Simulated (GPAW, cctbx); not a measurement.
# Sn2IrN2: deformation density and structure factors from DFT

Aim: compute the bonding part of the density of Sn2IrN2, find which reflections carry it, and see how it biases an ordinary refinement.

The cell comes from substitution in a known structure type and wasn't matched to any measured phase. All numbers below are calculated.

**1. Relax the structure**

The density hangs on the geometry, so cell and atoms are relaxed first, with the symmetry held. The cutoff is set higher than for the density because stress converges slowly with plane waves.

Settings: GPAW 26.7.0, PBE, 900 eV, 4×3×3 k-points (along the axes of the calculation cell), Fermi–Dirac width 0.05 eV, BFGS to 0.03 eV/Å.

```text
cell
1.0
     0.000000000    0.000000000    3.389000000
     6.125000000    0.000000000    0.000000000
     0.000000000    6.125000000    0.000000000
Ir Sn N
2 4 4
Direct
0.000000000 0.500000000 0.500000000
0.000000000 0.000000000 0.000000000
0.500000000 0.678300000 0.821700000
0.500000000 0.821700000 0.321700000
0.500000000 0.321700000 0.178300000
0.500000000 0.178300000 0.678300000
0.000000000 0.896600000 0.603400000
0.000000000 0.603400000 0.103400000
0.000000000 0.103400000 0.396600000
0.000000000 0.396600000 0.896600000
```

```console
$ OMP_NUM_THREADS=1 mpirun -n 4 gpaw python run.py > gpaw.log
```

```text
BFGS:    0      -54.866781        2.263741
BFGS:    1      -55.181156        2.081771
BFGS:    2      -56.538905        1.609992
BFGS:    3      -57.507442        1.291372
...
BFGS:   22      -59.653563        0.043727
BFGS:   23      -59.654491        0.042238
BFGS:   24      -59.655481        0.023418
cell  3.6813 6.4052 6.4052  90.00 90.00 90.00
volume 151.034 A^3, largest force 0.016 eV/A, largest stress 0.21 GPa
```

The cell moved far, while the k-mesh and basis were chosen for the start, so the final shape may be somewhat biased.

After 24 steps the volume has changed by +18.8 % and the energy by -4.789 eV; the largest stress left is 0.21 GPa. It took 15 min on 4 cores of Intel(R) Xeon(R) Platinum 8488C (Sapphire Rapids) (shared host), peak memory 1.7 GiB.

Relaxed structure: P4/mbm (no. 127), a = 6.4052 Å, b = 6.4052 Å, c = 3.6813 Å, α = 90.00°, β = 90.00°, γ = 90.00°.

| atom | mult. | x | y | z |
| --- | --- | --- | --- | --- |
| Ir1 | 2 | 1/2 | 1/2 | 0 |
| Sn1 | 4 | 0.6577 | 0.8423 | 1/2 |
| N1 | 4 | 0.7809 | 0.7191 | 0 |

**2. Density and charge transfer**

X-rays see the whole electron density, so the PAW density is rebuilt with its core regions. Subtracting spherical free atoms from the same code cancels the cores and leaves the deformation density Δρ, the part due to bonding.

Settings: PBE, 550 eV, 5×3×3 k-points (along the axes of the calculation cell), Fermi–Dirac width 0.05 eV; primitive cell of 10 atoms.

```console
$ OMP_NUM_THREADS=1 mpirun -n 4 gpaw python run.py > gpaw.log
```

```text
|iter:   1|       0s |  -63.511916 | +0.33 |       |
|iter:   2|       2s |  -61.799067 | -1.20 | -1.08 |
|iter:   3|       4s |  -58.353368 | -0.65 | -1.15 |
...
|iter:  11|      14s |  -58.302656c| -6.51 | -4.27c|
|iter:  12|      16s |  -58.302656c| -7.37 | -4.88c|
|iter:  13|      16s |  -58.302656c| -7.88c| -5.35c|
```

```text
grid (40, 70, 70)  electrons 382.000  moved by bonding 2.445 e
deformation density beyond 0.5 A of the nuclei: max 0.344, min -0.522 e/A^3
atom        x       y       z   Voronoi charge  moment
Ir1    0.0000  0.5000  0.5000     -0.035       0.00
Ir2    0.0000  0.0000  0.0000     -0.035       0.00
Sn3    0.5000  0.6577  0.8423      0.337       0.00
Sn4    0.5000  0.8423  0.3423      0.337       0.00
Sn5    0.5000  0.3423  0.1577      0.337       0.00
Sn6    0.5000  0.1577  0.6577      0.337       0.00
N 7    0.0000  0.7809  0.7191     -0.320       0.00
N 8    0.0000  0.7191  0.2191     -0.320       0.00
N 9    0.0000  0.2191  0.2809     -0.320       0.00
N 10   0.0000  0.2809  0.7809     -0.320       0.00
mean inner potential of superposed free atoms 24.017 V
total magnetic moment 0.000 muB
```

Deformation density in a plane through the shortest contact of the Sn atom at the origin, in 0.01 e/Å³ (clipped at ±99); x from -1.6 to 3.8 Å, y from 2.4 down to -2.4 Å:

```text
  8  13  28  14   6   1   0   2   6   8   5   1  -1  -1   1   3
 15   .   .  20   6   1   0   0   2   3   2   0  -2  -2  -1   0
 12   .   .  12   6   0  -2  -1   0   0   0  -1  -1  -2  -2  -2
  6   8  13  14   4  -3  -4  -3  -1   0   1   1   1  -1  -2  -1
  0   2   5   0  -6  -7  -8  -4   0   4   7   9   7   2   0   0
 -3  -3  -5  -3   .   .  -4  -4   7   9   .   .  14   5   0   0
 -3  -4  -4  -1   .   .   3  -3  14  16   .   .  14   5   0  -1
 -2  -1  -1  -1   .   .  -2  -2   9  10   .   .  12   5  -1  -2
  0   3   5   2  -1  -2  -5  -3   1   5   9  14  11   1  -4  -5
  0   4   8   8   3  -1  -4  -4  -2  -1   1   1  -4  -5  -6  -8
 -2   0   4   5   2  -1  -2  -3  -3  -3  -4  -5   0   .   .  -4
 -3   3  -1  -1  -1  -2  -2  -2  -2  -3  -4  -3  -3   .   .  -2
  .   .   0  -4  -4  -3  -2  -2  -2  -1   0  -1  -2   2   0  -4
```

Atoms in or within 0.15 Å of the plane: Sn (3.1, -1.9), Sn (0.0, 0.0), Sn (-1.5, -2.4), N (2.1, 0.0), N (-1.0, 1.9) Å. Dots mark points within about 0.45 Å of a nucleus; large values next to them are atomic features.

N gains most (-0.32 e) and Sn loses most (+0.34 e), as electronegativity suggests. Such charges fall far short of formal ones, since overlapping free atoms already put density on their neighbours. Along the shortest contact from the Sn atom at the map's origin, Sn–N at 2.15 Å, Δρ is +0.06 e/Å³ at the midpoint and highest, +0.16, 1.60 Å from Sn (points within 0.5 Å of a nucleus left out): little sits at the middle, as in a polar contact, whose build-up shifts to the more electronegative atom. At the midpoints of other shortest contacts it is -0.04 (Ir–N, 2.28 Å), +0.09 (Sn–Sn, 2.86 Å), 0.00 (Ir–Sn, 3.04 Å) and -0.02 (N–N, 3.23 Å) e/Å³. Point values carry grid noise of about 0.01 e/Å³. The run needed 13 iterations, 28 s.

**3. Structure factors**

The Fourier components of Δρ, added to those of the free atoms, give the static X-ray structure factors; the Mott–Bethe relation turns them into the Fourier components V of the potential that fast electrons feel.

```text
static structure factors of the conventional cell: F in electrons, V (Mott-Bethe) in volts
   h  k  l      d  |F| table  |F| free   |F| DFT   change   |V| free  |V| DFT  change %
   1  1  0  4.5292    88.375    88.383    88.632    0.249     2.784    2.629     -5.6
   0  0  1  3.6813    13.818    14.039    12.672   -1.368     1.629    2.191     34.5
   2  0  0  3.2026    49.177    49.209    48.827   -0.383     0.287    0.167    -41.6
   2  1  0  2.8645   120.878   120.939   120.410   -0.529     5.487    5.618      2.4
   1  1  1  2.8567   183.775   183.689   183.735    0.046     7.273    7.262     -0.2
   2  0  1  2.4162   176.512   176.420   175.411   -1.009     5.575    5.754      3.2
   2  2  0  2.2646   166.588   166.384   167.302    0.917     6.760    6.617     -2.1
   2  1  1  2.2607   126.170   126.126   126.359    0.233     5.842    5.806     -0.6
   3  1  0  2.0255   206.205   206.013   206.187    0.174     7.349    7.327     -0.3
   2  2  1  1.9288   110.539   110.383   110.589    0.206     4.038    4.014     -0.6
   0  0  2  1.8406   278.884   278.655   278.485   -0.169    10.626   10.643      0.2
   3  2  0  1.7765    26.496    26.483    26.345   -0.138     1.279    1.293      1.0
   3  1  1  1.7746    42.326    42.229    42.440    0.210     0.639    0.619     -3.1
   1  1  2  1.7052    73.760    73.653    73.191   -0.462     1.694    1.735      2.4
```

The largest X-ray change is -1.37 e on 001, 9.7 % of |F|. For electrons V goes as (Z − F)/g², so a change of F counts against Z − F, which is small at low angle and wherever the atoms' terms cancel: |V| of 200 moves by -41.6 % (0.29 to 0.17 V) against -0.8 % in |F|. The last three rows still change by up to 0.46 e; the table stops while the angles are still low. The tabulated Hartree–Fock atoms differ from the free DFT atoms by up to 0.23 e, so the choice of reference atom matters too.

**4. Which functional?**

The same geometry is run with other functionals, to see whether the bonding signal is larger than the spread between approximations. Free atoms are LDA for LDA and PBE otherwise. Any other changed setting is in the row's label.

```csv
run,ΔF 001 (e),ΔF 201 (e),ΔF 220 (e),q(N) (e),moved (e),time
PBE,-1.368,-1.009,+0.917,-0.320,2.445,28 s
LDA,-1.347,-0.962,+0.861,-0.308,2.331,23 s
revPBE,-1.384,-1.013,+0.934,-0.324,2.505,27 s
```

At the base's settings ΔF(001) spans -1.384 to -1.347 e, a spread of 3 % of the PBE value; over the three listed reflections the spread is at most 8 %, so sign and size hold across the functionals. Times are from shared hosts.

**5. Refining ordinary atoms against data with bonding**

Routine crystallography fits spherical atoms. To see the bias, intensities are simulated from tabulated atoms plus the DFT change ΔF, so that bonding alone can misfit (6572 reflections of the full sphere, merged to the counts below, to 0.45 Å, 1.5 % proportional noise plus counting noise, assumed isotropic U as listed, Δρ smeared by the mean U) and refined with cctbx over different ranges.

| range | data | R1 | GooF | U Ir1 (true 0.0042) | U Sn1 (true 0.005) | U N1 (true 0.0092) | largest shift (Å) | Δρ max, min (e/Å³) |
| --- | --- | --- | --- | --- | --- | --- | --- | --- |
| all data | 511 | 0.0040 | 1.00 | 0.0042 | 0.0050 | 0.0093 | 0.0012 | 0.45, -0.60 |
| low resolution, d > 0.84 | 90 | 0.0036 | 1.12 | 0.0043 | 0.0050 | 0.0097 | 0.0056 | 0.24, -0.24 |
| high order, d < 0.75 | 391 | 0.0041 | 0.97 | 0.0042 | 0.0050 | 0.0092 | 0.0005 | 0.34, -0.40 |
| occupancies free, d > 0.7 | 147 | 0.0035 | 1.06 | 0.0042 | 0.0050 | 0.0107 | 0.0023 | 0.28, -0.30 |

With all data GooF is 1.00, so at this noise the bonding hardly shows; the top residual peak, near noise level, lies 0.55 Å from N and 2.07 Å from Ir. No U is off by more than 3 s.u. at low resolution. With Ir1 held at 1 and the scale free, the other occupancies refine to Sn1 1.000(0.001) and N1 1.028(0.010), within three s.u. of full.

**6. Answer**

Bonding moves 2.44 e in the primitive cell of Sn2IrN2 and changes the structure factors of the conventional cell in the table above by at most 1.37 e (001, 9.7 %). The shortest bond, Sn–N, has Δρ = +0.06 e/Å³ at its midpoint, low for a shared bond; with the charge transfer this is a polar contact. At the base's settings ΔF(001) spans -1.384 to -1.347 e, a spread of 3 % of the PBE value; over the three listed reflections the spread is at most 8 %, so sign and size hold across the functionals. With all data GooF is 1.00, so at this noise the bonding hardly shows. Limits: static density, frozen cores, no spin–orbit coupling.

[Outputs are excerpts: Python notices, other lines and further rows are left out; steps that failed or that the build refused (PBEsol, TPSS) are not shown.]

[Logs are printed without paths, hosts, clocks, repeated set-up lines and the standing remarks that a program may print on its own settings, such as how far it seeks lower states.]
